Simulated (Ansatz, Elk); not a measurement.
# How far do independent atoms describe ZnGe3P4?

The structure of ZnGe3P4 used here is made up (a known structure type with other elements) and was relaxed beforehand with PBE. The aim is the Fourier transform of its all-electron density, F(hkl), set beside the sum over free spherical atoms that refinements use.

Method: DFT, PBE, all-electron APW+lo, Dirac cores, scalar-relativistic bands, static density, no spin, in Elk 11.2.3 (patched build).

The structure was built from a prototype and need not be the compound's stable phase.

### 1. Starting point

The structure is tetragonal, space group I-42m (No. 121). Conventional cell: a = 5.848 Å, b = 5.848 Å, c = 9.917 Å, α = 90.00°, β = 90.00°, γ = 90.00°. Nearest to Ge lie 4 P at 2.40 Å. Ge has 4 P at 2.41 Å nearest. Nearest to Zn lie 4 P at 2.43 Å. Nearest to P lie 3 Ge at 2.40 to 2.41 Å and 1 Zn at 2.43 Å. Farther neighbours are not listed.

### 2. Ground state and structure factors

An all-electron density is needed, since X-rays see the cores too. Task 0 finds the density and task 195 Fourier-transforms it; tshift is off so that phases refer to the origin typed.

elk.in

```
tasks
  0
  195

xctype
  20

spinpol
  .false.

rgkmax
  7.0

gmaxvr
  14.0

lmaxo
  7

lmaxapw
  8

swidth
  0.002

tshift
  .false.

ramdisk
  .false.

hmaxvr
  5.5

maxscl
  120

epspot
  1e-06

sppath
  './'

avec
  -5.52587169484 5.52587169484 9.37017047883
  5.52587169484 -5.52587169484 9.37017047883
  5.52587169484 5.52587169484 -9.37017047883

atoms
  3
  'Ge.in'
  3
  0.7500000000 0.2500000000 0.5000000000   0.000000 0.000000 0.000000
  0.2500000000 0.7500000000 0.5000000000   0.000000 0.000000 0.000000
  0.5000000000 0.5000000000 -0.0000000000   0.000000 0.000000 0.000000
  'Zn.in'
  1
  0.0000000000 0.0000000000 -0.0000000000   0.000000 0.000000 0.000000
  'P.in'
  4
  0.3783382842 0.3783382842 0.5036042042   0.000000 0.000000 0.000000
  0.1252659200 0.6216617158 0.0000000000   0.000000 0.000000 0.000000
  0.8747340800 0.8747340800 0.4963957958   0.000000 0.000000 0.000000
  0.6216617158 0.1252659200 0.0000000000   0.000000 0.000000 0.000000

ngridk
  6 6 6
```

Command:

```console
$ OMP_NUM_THREADS=4 elk
```

Numbers of over 12 decimals in the logs are rounded to 6 here.

Output:

```text
┌─────────────────────────┐
│ Elk code version 11.2.3 │
└─────────────────────────┘

All units are atomic (Hartree, Bohr, etc.)

┌─────────────────────────────────────────────────┐
│ Ground-state run starting from atomic densities │
└─────────────────────────────────────────────────┘

Lattice vectors :
  -5.525871695       5.525871695       9.370170479
   5.525871695      -5.525871695       9.370170479
   5.525871695       5.525871695      -9.370170479

Reciprocal lattice vectors :
  0.1845082637E-16  0.5685243573      0.3352759334
  0.5685243573      0.1845082637E-16  0.3352759334
  0.5685243573      0.5685243573      0.9616487941E-17

Unit cell volume      :    1144.482292
Brillouin zone volume :   0.2167357374

Muffin-tin inner radius fraction :   0.1000000000E-01

Nuclei treated as point charges

Species : 1 (Ge)
 parameters loaded from : Ge.in
 name : germanium
 nuclear charge    :   -32.00000000
 electronic charge :    32.00000000
 atomic mass :    132414.6196
 muffin-tin radius :    2.343199319
 number of radial points in muffin-tin :    993
 inner part over the whole radius :   0.9976486092E-02
 number on inner part of muffin-tin    :    702
 approximate nuclear radius :   0.7637961215E-04
 number of mesh points to nuclear radius :    340
 atomic positions (lattice), magnetic fields (Cartesian) :
  1 :   0.75000000  0.25000000  0.50000000    0.00000000  0.00000000  0.00000000
  2 :   0.25000000  0.75000000  0.50000000    0.00000000  0.00000000  0.00000000
  3 :   0.50000000  0.50000000  0.00000000    0.00000000  0.00000000  0.00000000

Species : 2 (Zn)
 parameters loaded from : Zn.in
 name : zinc
 nuclear charge    :   -30.00000000
 electronic charge :    30.00000000
 atomic mass :    119233.3130
 muffin-tin radius :    2.398321422
 number of radial points in muffin-tin :    993
 inner part over the whole radius :   0.9845867831E-02
 number on inner part of muffin-tin    :    701
 approximate nuclear radius :   0.7484757725E-04
 number of mesh points to nuclear radius :    337
 atomic positions (lattice), magnetic fields (Cartesian) :
  1 :   0.00000000  0.00000000  0.00000000    0.00000000  0.00000000  0.00000000

Species : 3 (P)
 parameters loaded from : P.in
 name : phosphorus
 nuclear charge    :   -15.00000000
 electronic charge :    15.00000000
 atomic mass :    56461.71230
 muffin-tin radius :    2.146430429
 number of radial points in muffin-tin :    793
 inner part over the whole radius :   0.9870145529E-02
 number on inner part of muffin-tin    :    553
 approximate nuclear radius :   0.6081821256E-04
 number of mesh points to nuclear radius :    249
 atomic positions (lattice), magnetic fields (Cartesian) :
  1 :   0.37833828  0.37833828  0.50360420    0.00000000  0.00000000  0.00000000
  2 :   0.12526592  0.62166172  0.00000000    0.00000000  0.00000000  0.00000000
  3 :   0.87473408  0.87473408  0.49639580    0.00000000  0.00000000  0.00000000
  4 :   0.62166172  0.12526592  0.00000000    0.00000000  0.00000000  0.00000000

Total number of atoms per unit cell :    8
Total muffin-tin volume :    385.1484952
 ratio of muffin-tin to unit cell volume :   0.3365263910

Spin treatment :
 spin-unpolarised

Number of Bravais lattice symmetries :   16
Number of crystal symmetries         :    8
Crystal has no inversion symmetry
Complex Hermitian eigensolver will be used

k-point grid :      6     6     6
k-point offset :    0.000000000       0.000000000       0.000000000
k-point set is reduced with full crystal symmetry group
Total number of k-points :       41

Muffin-tin radius times maximum |G+k| :    7.000000000
 using average radius
Maximum |G+k| for APW functions       :    3.108755177
Maximum (1/2)|G+k|²                   :    4.832179375
Maximum |G| for potential and density :    14.00000000
Constant for pseudocharge density :    8
 order of it for each species :   15  15  15
 order of it for pair densities of each species (exact exchange by exxq0 0: 16) :   11  11   8
Radial integration step length :    1

[...]
electron entropic           :    -0.83109342862099E-03
 total energy                :     -9463.7872535931

Density of states at Fermi energy :    59.66266994
 (states/Hartree/unit cell)

Estimated indirect band gap :   0.2630889627E-02
 from k-point 12 to k-point 39
Estimated direct band gap   :   0.1025852043E-01
 at k-point 11

Charges :
 core                        :    106.0000000
 valence                     :    80.00000000
 interstitial                :    13.02025011
 muffin-tins (core leakage)
  species : 1 (Ge)
[...]
species : 2 (Zn)
[...]
species : 3 (P)
[...]
total in muffin-tins        :    172.9797499
 total calculated charge     :    185.9966677
 total charge                :    186.0000000
 error                       :   0.3332337567E-02

RMS change in Kohn-Sham potential (target) :   0.3849341318     (  0.1000000000E-05)
Absolute change in total energy (target)   :   0.5751875843     (  0.1000000000E-03)

[... loops 3 to 15 left out ...]

┌──────────────────┐
│ Loop number : 16 │
└──────────────────┘

Energies :
 Fermi                       :     0.218611
 sum of occupied eigenvalues :     -5415.2473442306
 electron kinetic            :      9632.5236643572
 core electron kinetic       :      8912.3678688001
 Coulomb                     :     -18690.605504021
 Coulomb potential           :     -14523.508640877
 nuclear-nuclear             :     -1216.0861065175
 electron-nuclear            :     -20448.913973166
 Hartree                     :      2974.3945756624
 Madelung                    :     -11428.851183582
 xc potential                :     -524.26236771027
 exchange                    :     -395.19910831842
 correlation                 :     -8.500169
 electron entropic           :    -0.95517918218812E-03
 total energy                :     -9461.7820717471

Density of states at Fermi energy :    70.08747543
 (states/Hartree/unit cell)

Estimated indirect band gap :   0.1892066546E-02
 from k-point 11 to k-point 12
Estimated direct band gap   :   0.5316622566E-02
 at k-point 15

Charges :
 core                        :    106.0000000
 valence                     :    80.00000000
 interstitial                :    13.08574575
 muffin-tins (core leakage)
  species : 1 (Ge)
[...]
species : 2 (Zn)
[...]
species : 3 (P)
[...]
total in muffin-tins        :    172.9142542
 total calculated charge     :    185.9967265
 total charge                :    186.0000000
 error                       :   0.3273489775E-02

RMS change in Kohn-Sham potential (target) :   0.6876759510E-07 (  0.1000000000E-05)
Absolute change in total energy (target)   :   0.2550050522E-04 (  0.1000000000E-03)

Convergence targets achieved

┌──────────────────┐
│ Loop number : 17 │
└──────────────────┘

Energies :
 Fermi                       :     0.218611
 sum of occupied eigenvalues :     -5415.2473467210
 electron kinetic            :      9632.5236625354
 core electron kinetic       :      8912.3678685033
 Coulomb                     :     -18690.605504440
 Coulomb potential           :     -14523.508641717
 nuclear-nuclear             :     -1216.0861065175
 electron-nuclear            :     -20448.913972884
 Hartree                     :      2974.3945749612
 Madelung                    :     -11428.851183582
 xc potential                :     -524.26236753969
 exchange                    :     -395.19910827153
 correlation                 :     -8.500169
 electron entropic           :    -0.95517933324355E-03
 total energy                :     -9461.7820739510

Density of states at Fermi energy :    70.08749130
 (states/Hartree/unit cell)

Estimated indirect band gap :   0.1892064508E-02
 from k-point 11 to k-point 12
Estimated direct band gap   :   0.5316617538E-02
 at k-point 15

Charges :
 core                        :    106.0000000
 valence                     :    80.00000000
 interstitial                :    13.08574573
 muffin-tins (core leakage)
  species : 1 (Ge)
[...]
species : 2 (Zn)
[...]
species : 3 (P)
[...]
atom 2                    :    13.17652442     (  0.4244293486E-03)
   atom 3                    :    13.17652442     (  0.4244293486E-03)
   atom 4                    :    13.17652442     (  0.4244293486E-03)
 total in muffin-tins        :    172.9142543
 total calculated charge     :    185.9967265
 total charge                :    186.0000000
 error                       :   0.3273489808E-02

┌──────────────────────────────┐
│ Self-consistent loop stopped │
└──────────────────────────────┘

Warning : core states of species 1 leak from the muffin-tin :   0.4641573065E-03

Warning : core states of species 3 leak from the muffin-tin :   0.4244293486E-03

Wrote STATE.OUT
```

Elapsed: 2.8 min, on 4 threads of AMD EPYC 7R13 (Zen 3), shared host; peak memory 0.32 GiB; 9 min of CPU time.

SFACRHO.OUT:

```text

h k l indices transformed by vhmat matrix:
   1.000000000       0.000000000       0.000000000    
   0.000000000       1.000000000       0.000000000    
   0.000000000       0.000000000       1.000000000    

      h      k      l  multipl.   |H|            Re(F)            Im(F)           |F|

      0      0      0      1   0.0000000       186.00000     -0.12267914E-16   186.00000    
      0     -1      0      8  0.66002265      -2.0590469     -0.39707206E-14   2.0590469    
     -1     -1      1      2  0.67055187      -2.7477440     -0.19853603E-14   2.7477440    
      0      0      1      4  0.80401486      -1.6323693      0.22790482E-13   1.6323693    
     -1     -1      0      4   1.0469382       107.57003       46.339854       117.12683    
     -2      0      1      4   1.0469382       107.57003      -46.339854       117.12683    
      1     -1      1      4   1.1370487       60.640403     -0.96165890E-15   60.640403    
     -1     -2      2      8   1.1553828      -1.0207802     -0.22831643E-13   1.0207802    
      2     -1      0      8   1.3147280      -1.1268029     -0.72675679       1.3408431    
      1      0      1      8   1.3147280      -1.1268029      0.72675679       1.3408431    
      2      0      0      8   1.3200453     -0.61741772      0.15882882E-13  0.61741772    
      2      2     -2      2   1.3411037       59.252387      0.31765765E-13   59.252387    
     -3     -1      2      4   1.5636493      -1.3878403       1.5217024       2.0595337    
     -2     -2      3      4   1.5636493      -1.3878403      -1.5217024       2.0595337    
      2     -2      0      4   1.6080297       132.56883     -0.31455552E-13   132.56883    
      2      1      0      8   1.6210457      -1.7696465      0.53678424       1.8492663    
     -1     -2      0      8   1.6210457      -1.7696465     -0.53678424       1.8492663    
      2     -1      1      8   1.7382144     -0.60092974     -0.13897522E-13  0.60092974
```

Elk indexes on the primitive cell of elk.in and gives |H| = 4π sin θ/λ in inverse bohr. Below, one row stands for each form hkl of the conventional cell (m members, Friedel mates merged), F is for one primitive cell and the density is static (no thermal factor). Free-atom factors are Waasmaier and Kirfel's, and R is Σm||F|−|F'||/Σm|F|.

```tsv
hkl	m	sin θ/λ (Å⁻¹)	abs F, DFT	neutral atoms	diff.	abs of complex diff.
101	8	0.099	2.059	2.034	+0.025	0.025
002	2	0.101	2.748	2.620	+0.127	0.127
110	4	0.121	1.632	1.494	+0.138	0.138
112	8	0.157	117.127	116.713	+0.414	0.707
200	4	0.171	60.640	61.136	-0.495	0.495
103	8	0.174	1.021	0.949	+0.072	0.072
211	16	0.198	1.341	1.164	+0.176	0.184
202	8	0.199	0.617	0.480	+0.137	0.137
004	2	0.202	59.252	59.582	-0.330	0.330
114	8	0.235	2.060	1.972	+0.088	0.096
220	4	0.242	132.569	132.918	-0.349	0.349
213	16	0.244	1.849	1.721	+0.128	0.159
301	8	0.261	0.601	0.467	+0.134	0.134
222	8	0.262	2.188	2.044	+0.143	0.167
204	8	0.264	127.574	128.305	-0.731	0.731
105	8	0.266	1.224	1.071	+0.153	0.153
310	8	0.270	1.570	1.369	+0.201	0.201
312	16	0.289	94.478	95.344	-0.866	0.869
303	8	0.298	2.290	2.269	+0.021	0.021
006	2	0.302	0.556	0.555	+0.000	0.000
321	16	0.312	2.302	2.319	-0.018	0.039
224	8	0.315	51.377	51.611	-0.234	0.925
```

### 3. The highest occupied states alone

An energy window below the Fermi level keeps the highest occupied states, to see at which angles they scatter; shallow core shells can lie inside it and anion s states outside. No new self-consistency is needed.

Changes to elk.in since step 2:

```diff
@@ -1,3 +1,2 @@
 tasks
-  0
   195
@@ -40,2 +39,5 @@
 
+wsfac
+  -0.332630 0.518610
+
 sppath
```

Command:

```console
$ OMP_NUM_THREADS=4 elk
```

Output:

```text
┌─────────────────────────────────┐
│ Elk code version 11.2.3 started │
└─────────────────────────────────┘

Info(readinput): the functional depends on the density's gradient
 muffin-tin radial points multiplied by    2.00000
 (not where nrmtscf is given)

┌────────────────────┐
│ Current task : 195 │
└────────────────────┘
Info(checkmt): changed muffin-tin radius of species 1 (Ge) from   2.4000 to   2.3432
Info(checkmt): changed muffin-tin radius of species 2 (Zn) from   2.4000 to   2.3983
Info(checkmt): changed muffin-tin radius of species 3 (P) from   2.2000 to   2.1464

Info(sfacrho): density structure factors written to SFACRHO.OUT

 Energy window :  -0.3326300000      0.5186100000

┌──────────────────┐
│ Elk code stopped │
└──────────────────┘
```

Run time: 23 s. Hardware: 4 threads; peak memory 0.23 GiB; 30 s of CPU time.

States within 15 eV below the Fermi level hold 44.00 electrons; any levels below the window count with the cores. Their amplitudes can exceed the total, where window and core parts have opposite phase:

```tsv
hkl	sin θ/λ (Å⁻¹)	abs F, window	abs F, all
101	0.099	7.817	2.059
002	0.101	7.561	2.748
110	0.121	7.724	1.632
112	0.157	14.633	117.127
200	0.171	4.348	60.640
103	0.174	7.435	1.021
211	0.198	7.030	1.341
202	0.199	7.096	0.617
004	0.202	4.877	59.252
114	0.235	6.539	2.060
```

### 4. Another functional

The difference from free atoms is small, so it is set against the change that LDA (Perdew-Wang) makes.

Changes to elk.in since step 3:

```diff
@@ -1,2 +1,3 @@
 tasks
+  0
   195
@@ -4,3 +5,3 @@
 xctype
-  20
+  3
 
@@ -39,5 +40,2 @@
 
-wsfac
-  -0.332630 0.518610
-
 sppath
```

Command:

```console
$ OMP_NUM_THREADS=4 elk
```

Output:

```text
┌─────────────────────────┐
│ Elk code version 11.2.3 │
└─────────────────────────┘

All units are atomic (Hartree, Bohr, etc.)

┌─────────────────────────────────────────────────┐
│ Ground-state run starting from atomic densities │
└─────────────────────────────────────────────────┘

Lattice vectors :
  -5.525871695       5.525871695       9.370170479
   5.525871695      -5.525871695       9.370170479
   5.525871695       5.525871695      -9.370170479

Reciprocal lattice vectors :
  0.1845082637E-16  0.5685243573      0.3352759334
[...]
species : 3 (P)
[...]
atom 3                    :    13.16349641     (  0.4245195472E-03)
   atom 4                    :    13.16349641     (  0.4245195472E-03)
 total in muffin-tins        :    172.9602616
 total calculated charge     :    185.9967009
 total charge                :    186.0000000
 error                       :   0.3299124634E-02

┌──────────────────────────────┐
│ Self-consistent loop stopped │
└──────────────────────────────┘

Warning : core states of species 1 leak from the muffin-tin :   0.4724835594E-03

Warning : core states of species 3 leak from the muffin-tin :   0.4245195472E-03

Wrote STATE.OUT
[key lines of the parts left out:]
total energy                :     -9446.0171187800
```

Wall time 1.9 min (4 threads); peak memory 0.27 GiB.

Against the first run R = 0.10 %; the largest change is -0.102 at 228.

### 5. Basis size

A smaller basis shows how fast F responds to it; the change is likely larger than the basis error of the first run, but doesn't show convergence.

Changes to elk.in since step 4:

```diff
@@ -5,3 +5,3 @@
 xctype
-  3
+  20
 
@@ -11,3 +11,3 @@
 rgkmax
-  7.0
+  5.5
```

Command:

```console
$ OMP_NUM_THREADS=4 elk
```

Output:

```text
┌─────────────────────────┐
│ Elk code version 11.2.3 │
└─────────────────────────┘

All units are atomic (Hartree, Bohr, etc.)

┌─────────────────────────────────────────────────┐
│ Ground-state run starting from atomic densities │
└─────────────────────────────────────────────────┘

Lattice vectors :
  -5.525871695       5.525871695       9.370170479
   5.525871695      -5.525871695       9.370170479
   5.525871695       5.525871695      -9.370170479

Reciprocal lattice vectors :
  0.1845082637E-16  0.5685243573      0.3352759334
[...]
species : 3 (P)
[...]
atom 3                    :    13.15720383     (  0.4230016074E-03)
   atom 4                    :    13.15720383     (  0.4230016074E-03)
 total in muffin-tins        :    172.7712272
 total calculated charge     :    185.9967525
 total charge                :    186.0000000
 error                       :   0.3247500609E-02

┌──────────────────────────────┐
│ Self-consistent loop stopped │
└──────────────────────────────┘

Warning : core states of species 1 leak from the muffin-tin :   0.4671014795E-03

Warning : core states of species 3 leak from the muffin-tin :   0.4230016074E-03

Wrote STATE.OUT
[key lines of the parts left out:]
total energy                :     -9461.6760235301
```

Elapsed: 99 s, on 4 threads; peak memory 0.27 GiB.

Against the first run R = 0.03 %; the largest change is +0.111 at 008.

### 6. Settings against the effect

```tsv
run	R against the first run (%)	R against neutral atoms, low angle (%)	wall time
PBE, rgkmax 7	0.00	0.89	2.8 min
LDA (Perdew-Wang)	0.10	0.90	1.9 min
rgkmax 5.5	0.03	0.90	99 s
```

### 7. Results

| Quantity | Value |
| --- | --- |
| R against neutral atoms, sin θ/λ < 0.3 Å⁻¹ | 0.89 % |
| R against neutral atoms, 0.3 to 0.66 Å⁻¹ | 0.29 % |

Independent neutral atoms miss the calculated amplitudes by R = 0.89 % below 0.3 Å⁻¹ and 0.29 % from there to 0.66 Å⁻¹; by shells, 3.53 % below 0.15 Å⁻¹ (3 forms), 0.88 % 0.15 to 0.3 (16 forms), 0.34 % 0.3 to 0.45 (34 forms), 0.26 % above 0.45 (96 forms). Bonding, aspherical density and the tables' own atoms all enter these figures, and the runs don't part them. The largest change of an amplitude is -0.87 electrons, at 312. R counts amplitudes alone; phases shift too. Weak lines can change much in proportion: 301 goes from 0.47 to 0.60. The window's part falls from 44.0 electrons at the origin to at most 3.10 between 0.45 and 0.66 Å⁻¹, where compact states inside the window still scatter. Below 0.3 Å⁻¹ the changes that finished (LDA (Perdew-Wang) and rgkmax 5.5) move F by R = 0.03 % at most, against the 0.89 % that separates it from free atoms. The k-mesh has no finished test. Part of the difference isn't bonding: the tables are fits to free atoms and ions calculated by other methods than this functional. Thermal motion, anomalous dispersion and extinction are left out.

[Logs are printed without paths, hosts, clocks, repeated set-up lines and the standing remarks that a program may print on its own settings, such as how far it seeks lower states.]

[Hosts, paths, dates, database ids (printed as entryN), source tags and the programs' standing remarks are cut or masked in the printed files.]
